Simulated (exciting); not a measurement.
# Core excitons at the F K edge of NaAsF6, part 2 of 2

Aim: the F K absorption edge of NaAsF6 with the electron–hole interaction treated explicitly, and what each term of the kernel does.

exciting sodium; X-ray absorption, core-level Bethe-Salpeter equation, exchange and statically screened direct term, Tamm-Dancoff, all-electron LAPW+lo LDA.

So far. Step 3 (A richer basis for the empty states): Against the first ground state the total energy moves by -17 meV an atom and the gap by 0.01 eV.

## 4. Screening, kernels and BSE for F atom 3

The absorber has 1 As at 1.74 Å (terminal, site symmetry 1).

File input.xml:

```
<input>
  <title>NaAsF6</title>
  <structure speciespath="." autormt="false" epslat="1.0e-5">
    <crystal>
      <basevect>4.8156212568 2.7803002290 8.8954975174</basevect>
      <basevect>-4.8156212568 2.7803002290 8.8954975174</basevect>
      <basevect>0.0000000000 -5.5606004579 8.8954975174</basevect>
    </crystal>
    <species speciesfile="As.xml" rmt="1.853">
      <atom coord="0.0000000000 0.0000000000 0.0000000000"/>
    </species>
    <species speciesfile="Na.xml" rmt="1.948">
      <atom coord="0.5000000000 0.5000000000 0.5000000000"/>
    </species>
    <species speciesfile="F.xml" rmt="1.343">
      <atom coord="0.3481305100 0.7900122800 0.0760717400"/>
      <atom coord="0.0760717400 0.3481305100 0.7900122800"/>
      <atom coord="0.7900122800 0.0760717400 0.3481305100"/>
      <atom coord="0.6518694900 0.2099877200 0.9239282600"/>
      <atom coord="0.9239282600 0.6518694900 0.2099877200"/>
      <atom coord="0.2099877200 0.9239282600 0.6518694900"/>
    </species>
  </structure>
  <groundstate do="skip" xctype="LDA_PW" ngridk="3 3 3" rgkmax="6.5" gmaxvr="14" nempty="8" swidth="0.001" maxscl="100" epsengy="1e-5"/>
  <xs xstype="BSE" ngridk="3 3 3" ngridq="3 3 3" vkloff="0.097 0.273 0.493" rgkmax="6.5" nempty="40" gqmax="3" lmaxapwwf="5" lmaxemat="2" broad="0.01654" tevout="true">
    <energywindow intv="23.546 25.163" points="439"/>
    <screening screentype="full" nempty="67"/>
    <BSE xas="true" xasspecies="3" xasatom="1" xasedge="K" bsetype="singlet" nstlxas="1 36"/>
    <qpointset>
      <qpoint>0 0 0</qpoint>
    </qpointset>
    <plan>
      <doonly task="xsgeneigvec"/>
      <doonly task="writepmatxs"/>
      <doonly task="scrgeneigvec"/>
      <doonly task="scrwritepmat"/>
      <doonly task="screen"/>
      <doonly task="scrcoulint"/>
      <doonly task="exccoulint"/>
    </plan>
  </xs>
</input>
```

File input.xml for the last start (plan only):

```
  <plan>
    <doonly task="bse"/>
  </plan>
```

Launch:

```console
$ OMP_NUM_THREADS=1 mpirun -n 4 exciting
$ OMP_NUM_THREADS=4 exciting
```

Numbers of over 12 decimals in the logs are rounded to 6 here.

The program printed:

```text
| EXCITING SODIUM started for task xsgeneigvec ( 301)                          =
One-shot GS runs for BSE calculations
One-shot GS runs for k+qmt/2 grids
Info(xsgeneigvec): Generating eigenvectors for Q-point      1
Info(xsgeneigvec): Generation of eigenvectors finished
| EXCITING SODIUM started for task writepmatxs ( 320)                          =
Info(writepmatxs): Momentum matrix elements finished
| EXCITING SODIUM started for task scrgeneigvec ( 401)                         =
One-shot GS runs for BSE calculations
One-shot GS runs for k+qmt/2 grids
Info(xsgeneigvec): Generating eigenvectors for Q-point      1
Using screening GS parameters.
Info(xsgeneigvec): Generation of eigenvectors finished
| EXCITING SODIUM started for task scrwritepmat ( 420)                         =
Info(writepmatxs): Momentum matrix elements finished
Info(scrwritepmat): Momentum matrix elements for screening finished
| EXCITING SODIUM started for task screen ( 430)                               =
Info(screenlauncher): Calculating screening for unshifted q-grid.
Info(screenlauncher): Number of q points:       6
Info(screenlauncher): lowest (partially)  unoccupied state:     34
Info(screenlauncher): highest (partially) occupied state  :     33
Info(screenlauncher): number of occupied states considered:   33
Info(screenlauncher): number of unoccupied states considered:   68
Info(screenlauncher): Starting loop over q-points
Info(screenlauncher): Screening for unshifted q-grid finished
Info(screenlauncher): Screening finished
| EXCITING SODIUM started for task scrcoulint ( 440)                           =
Info(scrcoulintlauncher): Setting up screened Coulomb interaction matrix W.
Info(scrcoulintlauncher): Using momentum transfer vectors from list :   1 to  1
Info(scrcoulintlauncher): Calculating screened Coulomb interaction matrix W
Info(scrcoulintlauncher): Momentum transfer list index: iqmt=  1
Info(scrcoulintlauncher): Momentum transfer: vqmtl=   0.000   0.000   0.000
Info(scrcoulintlauncher): Calculating RR block of W
Info(scrcoulint): Inspecting occupations...
Info(setranges_modxs): Number of non-reduced k-points:       27
Info(setranges_modxs): Number of states considered:       74
Info(setranges_modxs): Number of (partially) occupied states:        2
Info(setranges_modxs): Highest (partially) occupied states:       33
Info(setranges_modxs): Number of (partially) unoccupied states:       41
Info(setranges_modxs): Lowest (partially) unoccupied states:       34
Info(scrcoulint): Selecting transitions...
Info(select_transitions): Inspecting transitions in the  band interval:
  lowest occupied state:   1
  highest occupied state:   2
  lowest unoccupied state:  34
  highest unoccupied state:  69
  Opening gap with a scissor of:      0.000/H      0.000/eV
Info(select_transitions): Number of participating transitions:    1944
Info(scrcoulint): Size of file SCCLI will be about     0.029200 GB
Info(scrcoulint): Using q-grid
Info(scrcoulint): Number of reduced q-points:      6
Info(scrcoulint): Number of non-reduced q-points:     27
Info(scrcoulint): Calculating W(G1,G2,qr) fourier coefficients
Info(scrcoulint): Calculating W matrix elements
Info(scrcoulintlauncher): Screened coulomb interaction finished for iqmt=   1
| EXCITING SODIUM started for task exccoulint ( 441)                           =
Info(exccoulintlauncher): Setting up exchange interaction matrix V.
Info(exccoulintlauncher): Using momentum transfer vectors from list :   1 to  1
Info(exccoulintlauncher):Calculating exchange interaction matrix V
Info(exccoulintlauncher): Momentum transfer list index: iqmt=  1
Info(exccoulintlauncher): Momentum transfer: vqmtl=   0.000   0.000   0.000
Info(exccoulintlauncher): Calculating RR block of V
Info(exccoulint): Inspecting occupations...
Info(setranges_modxs): Number of non-reduced k-points:       27
Info(setranges_modxs): Number of states considered:       74
Info(setranges_modxs): Number of (partially) occupied states:        2
Info(setranges_modxs): Highest (partially) occupied states:       33
Info(setranges_modxs): Number of (partially) unoccupied states:       41
Info(setranges_modxs): Lowest (partially) unoccupied states:       34
Info(exccoulint): Selecting transitions...
Info(select_transitions): Inspecting transitions in the  band interval:
  lowest occupied state:   1
  highest occupied state:   2
  lowest unoccupied state:  34
  highest unoccupied state:  69
  Opening gap with a scissor of:      0.000/H      0.000/eV
Info(select_transitions): Number of participating transitions:    1944
Info(exccoulint): Size of file EXCLI will be about     0.029200 GB
Info(exccoulint): Generating plane wave matrix elements for momentum transfer iqmt=   1
  Timing (in seconds)	   :     309.963
Info(exccoulint): Generating V matrix elements
Info(exccoulint): Zeroing Coulomb potential at G+qmt index:  1
Info(exccoulintlauncher): Exchange interaction finished for iqmt=   1
| EXCITING SODIUM started for task bse ( 445)                                  =
Info(bselauncher): Init time:    0.761816
Info(bselauncher): Setting up and diagonalizing BSE Hamiltonian.
Info(bselauncher): Using momentum transfer vectors from list :   1 to  1
Info(bselauncher): Distributing qmt-points over   1 processes.
Info(bselauncher): BSE type: singlet
Info(bselauncher): Momentum transfer list index: iqmt=  1
Info(bselauncher): Momentum transfer: vqmtl=   0.000   0.000   0.000
Info(bse): Inspecting occupations...
Info(setranges_modxs): Number of non-reduced k-points:       27
Info(setranges_modxs): Number of states considered:       74
Info(setranges_modxs): Number of (partially) occupied states:        2
Info(setranges_modxs): Highest (partially) occupied states:       33
Info(setranges_modxs): Number of (partially) unoccupied states:       41
Info(setranges_modxs): Lowest (partially) unoccupied states:       34
Info(select_transitions): Inspecting transitions in the  band interval:
  lowest occupied state:   1
  highest occupied state:   2
  lowest unoccupied state:  34
  highest unoccupied state:  69
  Opening gap with a scissor of:      0.000/H      0.000/eV
Info(select_transitions): Number of participating transitions:    1944
Info(bse): Selecting transitions...
Info(bse):bsegap (eV):   652.891800
Info(bse): Assembling BSE matrix
  RR/RA blocks of global BSE-Hamiltonian:
  Size of the Hamiltonian:    1944
  Number of k-points:      27
  Distributing matrix to   1 processes
  Local matrix shape   1944 x  1944
Info(bse): max local RAM needed for BSE matrices ~     0.056314 GB
Info(setup_bse_block): Setting up RR part of hamiltonian
Info(setup_bse_block): Singlet spin state
Info(bse): Diagonalizing RR Hamiltonian (TDA)
Info(bse): Invoking Lapack routine ZHEEVR
      1944 eigen solutions found in the interval:
         i1=       1 i2=    1944
Info(bse): Writing excition energies and oscillator strengths to text file.
Info(makespectrum_dist): Making spectrum using formula for coupling with time reversed AR basis.
Info(makespectrum_dist): Using formalism for vanishing momentum transfer.
Info(writederived): Writing quantities derived from the macroscopic dielectric function.
Info(bselauncher): Spectrum finished for iqmt=  1
Info(bselauncher): All done for BSE type singlet
```

Run time: 19 min. Hardware: 4 MPI ranks of Arm Neoverse V2, shared host.

Wall time by task: xsgeneigvec 36 s, writepmatxs 6.8 s, scrgeneigvec 36 s, scrwritepmat 7.1 s, screen 5.8 min, scrcoulint 6.3 min, exccoulint 5.3 min, bse 4.9 s.

The F K spectrum of F atom 3 (energy from the Kohn–Sham onset, core level to the lowest empty state found on the meshes used, 652.72 eV; the ground-state mesh sets it, and the shifted mesh has its lowest transition 0.17 eV above it; Im ε scaled to the maximum of the singlet run; cut below the end of the band set):

```csv
E (eV),isotropic,ε ⊥ c,ε ∥ c
-8.0,0.02,0.02,0.02
-7.5,0.02,0.02,0.02
-7.0,0.03,0.03,0.03
-6.5,0.05,0.05,0.05
-6.0,0.07,0.07,0.07
-5.5,0.14,0.14,0.14
-5.0,0.34,0.34,0.34
-4.5,0.88,0.88,0.88
-4.0,0.52,0.52,0.52
-3.5,0.20,0.20,0.20
-3.0,0.10,0.10,0.10
-2.5,0.07,0.07,0.07
-2.0,0.06,0.06,0.06
-1.5,0.06,0.06,0.07
-1.0,0.09,0.08,0.09
-0.5,0.09,0.09,0.10
0.0,0.10,0.09,0.10
0.5,0.14,0.14,0.15
1.0,0.28,0.28,0.29
1.5,0.72,0.70,0.77
2.0,0.94,0.92,0.97
2.5,0.51,0.52,0.49
3.0,0.36,0.37,0.33
3.5,0.36,0.36,0.34
4.0,0.36,0.37,0.35
4.5,0.36,0.37,0.33
5.0,0.34,0.35,0.30
5.5,0.38,0.39,0.37
6.0,0.41,0.39,0.44
6.5,0.36,0.35,0.37
7.0,0.31,0.32,0.31
7.5,0.29,0.29,0.28
8.0,0.26,0.26,0.28
8.5,0.21,0.21,0.22
9.0,0.18,0.17,0.19
9.5,0.15,0.14,0.16
10.0,0.13,0.12,0.14
10.5,0.12,0.11,0.14
11.0,0.11,0.10,0.13
11.5,0.11,0.10,0.13
12.0,0.11,0.11,0.11
12.5,0.12,0.12,0.11
13.0,0.14,0.14,0.14
13.5,0.14,0.14,0.14
14.0,0.12,0.13,0.11
14.5,0.12,0.12,0.10
15.0,0.11,0.12,0.09
15.5,0.11,0.12,0.08
16.0,0.11,0.12,0.09
16.5,0.13,0.14,0.11
17.0,0.14,0.13,0.14
17.5,0.15,0.13,0.19
18.0,0.15,0.13,0.18
18.5,0.13,0.12,0.16
19.0,0.12,0.11,0.13
19.5,0.11,0.11,0.12
20.0,0.11,0.10,0.12
20.5,0.09,0.09,0.10
21.0,0.08,0.08,0.09
```

Maxima (height): -4.4 eV (0.92), 1.8 eV (1.00), 6.0 eV (0.41) and 17.8 eV (0.15).

The Hamiltonian has 1944 rows. The lowest groups of eigenvalues and the brightest ones, on the scale above (the program counts from the shifted mesh's onset, 0.17 eV higher). Core spinors bring spin-forbidden partners, so dark means forbidden by spin or by symmetry, and the shifted mesh splits states that symmetry would keep together:

| energy (eV) | states within 10 meV | relative strength |
| --- | --- | --- |
| -4.459 | 1 | dark |
| -4.403 | 1 | 1.00 |
| -1.087 | 2 | 0.013 |
| -0.907 | 2 | 0.011 |
| -0.833 | 2 | 0.010 |
| -0.720 | 2 | 0.0025 |
| 1.459 | 2 | 0.071 |
| 1.764 | 2 | 0.39 |
| 1.786 | 1 | 0.40 |
| 2.166 | 1 | 0.36 |
| 3.163 | 2 | 0.10 |
| 5.676 | 2 | 0.032 |

## 5. Independent particles

input.xml: that of step 4 with these lines changed.

```diff
@@ -27,3 +27,3 @@
     <screening screentype="full" nempty="67"/>
-    <BSE xas="true" xasspecies="3" xasatom="1" xasedge="K" bsetype="singlet" nstlxas="1 36"/>
+    <BSE xas="true" xasspecies="3" xasatom="1" xasedge="K" bsetype="IP" nstlxas="1 36"/>
     <qpointset>
@@ -32,9 +32,3 @@
     <plan>
-      <doonly task="xsgeneigvec"/>
-      <doonly task="writepmatxs"/>
-      <doonly task="scrgeneigvec"/>
-      <doonly task="scrwritepmat"/>
-      <doonly task="screen"/>
-      <doonly task="scrcoulint"/>
-      <doonly task="exccoulint"/>
+      <doonly task="bse"/>
     </plan>
```

Launch:

```console
$ OMP_NUM_THREADS=4 exciting
```

The program printed:

```text
| EXCITING SODIUM started for task bse ( 445)                                  =
Info(bselauncher): Init time:    0.778092
Info(bselauncher): Setting up and diagonalizing BSE Hamiltonian.
Info(bselauncher): Using momentum transfer vectors from list :   1 to  1
Info(bselauncher): Distributing qmt-points over   1 processes.
Info(bselauncher): BSE type: IP
Info(bselauncher): Momentum transfer list index: iqmt=  1
Info(bselauncher): Momentum transfer: vqmtl=   0.000   0.000   0.000
Info(bse): Inspecting occupations...
Info(setranges_modxs): Number of non-reduced k-points:       27
[...]
highest unoccupied state:  69
  Opening gap with a scissor of:      0.000/H      0.000/eV
Info(select_transitions): Number of participating transitions:    1944
Info(bse): Selecting transitions...
Info(bse):bsegap (eV):   652.891800
Info(bse): IP requested, nothing much to do
Info(bse): Writing excition energies and oscillator strengths to text file.
Info(makespectrum_dist): Making spectrum using formula for coupling with time reversed AR basis.
Info(makespectrum_dist): Using formalism for vanishing momentum transfer.
Info(writederived): Writing quantities derived from the macroscopic dielectric function.
Info(bselauncher): Spectrum finished for iqmt=  1
Info(bselauncher): All done for BSE type IP
```

Run time: 1.5 s. Hardware: 4 threads.

Maxima (height): 0.8 eV (0.47), 6.4 eV (0.48), 8.3 eV (0.52), 9.9 eV (0.50) and 11.8 eV (0.30); 2 lower ones aren't listed. The spectrum differs from the singlet run by 87 % r.m.s. Moving the earlier curve by +5.1 eV leaves 44 %. The highest maximum lies at 8.3 eV (0.52), against 1.8 eV (1.00).

## 6. Exchange alone

input.xml: that of step 5 with these lines changed.

```diff
@@ -27,3 +27,3 @@
     <screening screentype="full" nempty="67"/>
-    <BSE xas="true" xasspecies="3" xasatom="1" xasedge="K" bsetype="IP" nstlxas="1 36"/>
+    <BSE xas="true" xasspecies="3" xasatom="1" xasedge="K" bsetype="RPA" nstlxas="1 36"/>
     <qpointset>
```

Launch:

```console
$ OMP_NUM_THREADS=4 exciting
```

The program printed:

```text
| EXCITING SODIUM started for task bse ( 445)                                  =
Info(bselauncher): Init time:    0.792170
Info(bselauncher): Setting up and diagonalizing BSE Hamiltonian.
Info(bselauncher): Using momentum transfer vectors from list :   1 to  1
Info(bselauncher): Distributing qmt-points over   1 processes.
Info(bselauncher): BSE type: RPA
Info(bselauncher): Momentum transfer list index: iqmt=  1
Info(bselauncher): Momentum transfer: vqmtl=   0.000   0.000   0.000
Info(bse): Inspecting occupations...
Info(setranges_modxs): Number of non-reduced k-points:       27
[...]
Info(setup_bse_block): Setting up RR part of hamiltonian
Info(setup_bse_block): Using RPA approximation
Info(bse): Diagonalizing RR Hamiltonian (TDA)
Info(bse): Invoking Lapack routine ZHEEVR
      1944 eigen solutions found in the interval:
         i1=       1 i2=    1944
Info(bse): Writing excition energies and oscillator strengths to text file.
Info(makespectrum_dist): Making spectrum using formula for coupling with time reversed AR basis.
Info(makespectrum_dist): Using formalism for vanishing momentum transfer.
Info(writederived): Writing quantities derived from the macroscopic dielectric function.
Info(bselauncher): Spectrum finished for iqmt=  1
Info(bselauncher): All done for BSE type RPA
```

It took 6 s on 4 threads.

Maxima (height): 0.9 eV (0.46), 6.5 eV (0.47), 8.3 eV (0.52), 9.9 eV (0.50) and 11.8 eV (0.30); 2 lower ones aren't listed. Against the independent-particle run the r.m.s. difference is 2 %.

## 7. Local-field cutoff

Changed against the first singlet run: cutoff of the kernels (bohr⁻¹) from 3 to 1.5.

input.xml: that of step 6 with these lines changed.

```diff
@@ -24,6 +24,6 @@
   <groundstate do="skip" xctype="LDA_PW" ngridk="3 3 3" rgkmax="6.5" gmaxvr="14" nempty="8" swidth="0.001" maxscl="100" epsengy="1e-5"/>
-  <xs xstype="BSE" ngridk="3 3 3" ngridq="3 3 3" vkloff="0.097 0.273 0.493" rgkmax="6.5" nempty="40" gqmax="3" lmaxapwwf="5" lmaxemat="2" broad="0.01654" tevout="true">
+  <xs xstype="BSE" ngridk="3 3 3" ngridq="3 3 3" vkloff="0.097 0.273 0.493" rgkmax="6.5" nempty="40" gqmax="1.5" lmaxapwwf="5" lmaxemat="2" broad="0.01654" tevout="true">
     <energywindow intv="23.546 25.163" points="439"/>
     <screening screentype="full" nempty="67"/>
-    <BSE xas="true" xasspecies="3" xasatom="1" xasedge="K" bsetype="RPA" nstlxas="1 36"/>
+    <BSE xas="true" xasspecies="3" xasatom="1" xasedge="K" bsetype="singlet" nstlxas="1 36"/>
     <qpointset>
@@ -32,3 +32,6 @@
     <plan>
-      <doonly task="bse"/>
+      <doonly task="xsgeneigvec"/>
+      <doonly task="screen"/>
+      <doonly task="scrcoulint"/>
+      <doonly task="exccoulint"/>
     </plan>
```

File input.xml for the last start (plan only):

```
  <plan>
    <doonly task="bse"/>
  </plan>
```

Launch:

```console
$ OMP_NUM_THREADS=1 mpirun -n 4 exciting
$ OMP_NUM_THREADS=4 exciting
```

The program printed:

```text
| EXCITING SODIUM started for task xsgeneigvec ( 301)                          =
One-shot GS runs for BSE calculations
One-shot GS runs for k+qmt/2 grids
Info(xsgeneigvec): Generating eigenvectors for Q-point      1
Info(xsgeneigvec): Generation of eigenvectors finished
| EXCITING SODIUM started for task screen ( 430)                               =
Info(screenlauncher): Calculating screening for unshifted q-grid.
Info(screenlauncher): Number of q points:       6
Info(screenlauncher): lowest (partially)  unoccupied state:     34
[...]
Info(setup_bse_block): Setting up RR part of hamiltonian
Info(setup_bse_block): Singlet spin state
Info(bse): Diagonalizing RR Hamiltonian (TDA)
Info(bse): Invoking Lapack routine ZHEEVR
      1944 eigen solutions found in the interval:
         i1=       1 i2=    1944
Info(bse): Writing excition energies and oscillator strengths to text file.
Info(makespectrum_dist): Making spectrum using formula for coupling with time reversed AR basis.
Info(makespectrum_dist): Using formalism for vanishing momentum transfer.
Info(writederived): Writing quantities derived from the macroscopic dielectric function.
Info(bselauncher): Spectrum finished for iqmt=  1
Info(bselauncher): All done for BSE type singlet
```

Run time: 6.8 min. Hardware: 4 MPI ranks.

These settings are cheaper. The spectrum differs from the singlet run by 18 % r.m.s. Moving the earlier curve by +0.2 eV leaves 9 %. The first bright state moves from -4.40 to -4.19 eV. The kernels miss the short-range part of the Coulomb interaction, its components above their cutoff.

```csv
E (eV),first run,this run
-8.0,0.02,0.02
-7.0,0.03,0.03
-6.0,0.07,0.06
-5.0,0.34,0.21
-4.0,0.52,0.76
-3.0,0.10,0.13
-2.0,0.06,0.06
-1.0,0.09,0.09
0.0,0.10,0.09
1.0,0.28,0.24
2.0,0.94,0.97
3.0,0.36,0.38
4.0,0.36,0.39
5.0,0.34,0.36
6.0,0.41,0.43
7.0,0.31,0.34
8.0,0.26,0.28
9.0,0.18,0.18
10.0,0.13,0.13
11.0,0.11,0.11
12.0,0.11,0.11
13.0,0.14,0.14
14.0,0.12,0.13
15.0,0.11,0.11
16.0,0.11,0.11
17.0,0.14,0.13
18.0,0.15,0.14
19.0,0.12,0.11
20.0,0.11,0.11
21.0,0.08,0.08
```

## 8. From independent particles to the full kernel

```csv
level,curve passes 0.15 (eV),highest maximum (eV),its height
IP,0.1,8.3,0.52
RPA,0.1,8.3,0.52
singlet,-5.4,1.8,1.00
```

```csv
E (eV),IP,RPA,singlet
-8.0,0.00,0.00,0.02
-7.0,0.00,0.00,0.03
-6.0,0.01,0.01,0.07
-5.0,0.01,0.01,0.34
-4.0,0.01,0.01,0.52
-3.0,0.01,0.01,0.10
-2.0,0.02,0.02,0.06
-1.0,0.04,0.04,0.09
0.0,0.14,0.13,0.10
1.0,0.43,0.44,0.28
2.0,0.09,0.09,0.94
3.0,0.05,0.05,0.36
4.0,0.09,0.09,0.36
5.0,0.23,0.22,0.34
6.0,0.40,0.39,0.41
7.0,0.43,0.42,0.31
8.0,0.47,0.47,0.26
9.0,0.48,0.48,0.18
10.0,0.50,0.50,0.13
11.0,0.31,0.31,0.11
12.0,0.29,0.29,0.11
13.0,0.24,0.25,0.14
14.0,0.18,0.19,0.12
15.0,0.23,0.23,0.11
16.0,0.21,0.21,0.11
17.0,0.16,0.16,0.14
18.0,0.16,0.16,0.15
19.0,0.18,0.18,0.12
20.0,0.21,0.21,0.11
21.0,0.21,0.21,0.08
```

## 9. What came out

| Item | Value |
| --- | --- |
| absorber and edge | F K, atom 3 |
| surroundings | 1 As at 1.74 Å (terminal, site symmetry 1) |
| first bright state | -4.40 eV from the Kohn–Sham onset, on this mesh |
| highest maximum | 1.8 eV |
| cost of the BSE run | 19 min on 4 MPI ranks of Arm Neoverse V2, shared host; the last task ran on as many threads |

In words: Is a core exciton bound? Yes on this mesh: the first bright state (over 5 % of the brightest) lies at -4.40 eV from the Kohn–Sham onset and at -4.57 eV from the lowest bare transition of its own mesh; weaker or dark states reach down to -4.46 eV. Exchange alone changes the independent-particle spectrum by 2 % r.m.s. A mesh of 27 points doesn't converge binding energies, and fine structure above the first lines is partly noise of the mesh. The kernel cutoff is low for a compact core orbital, so the effect of exchange is a lower bound. The zero comes from the unshifted 3×3×3 ground-state mesh; it is exact only where the band minimum lies on that mesh. The Kohn–Sham onset, 653 eV, is no photon energy: the scale needs a rigid shift. Bands and screening come from semilocal DFT, whose small gap overscreens. Vibrations and energy-dependent lifetimes are left out. The structure is a Materials Project entry, computed there, and may be a hypothetical form.

[Banner, clock and machine lines of the logs are left out without a mark of their own.]

[Logs are printed without paths, hosts, clocks, repeated set-up lines and the standing remarks that a program may print on its own settings, such as how far it seeks lower states.]

[Hosts, paths, dates, database ids (printed as entryN), source tags and the programs' standing remarks are cut or masked in the printed files.]
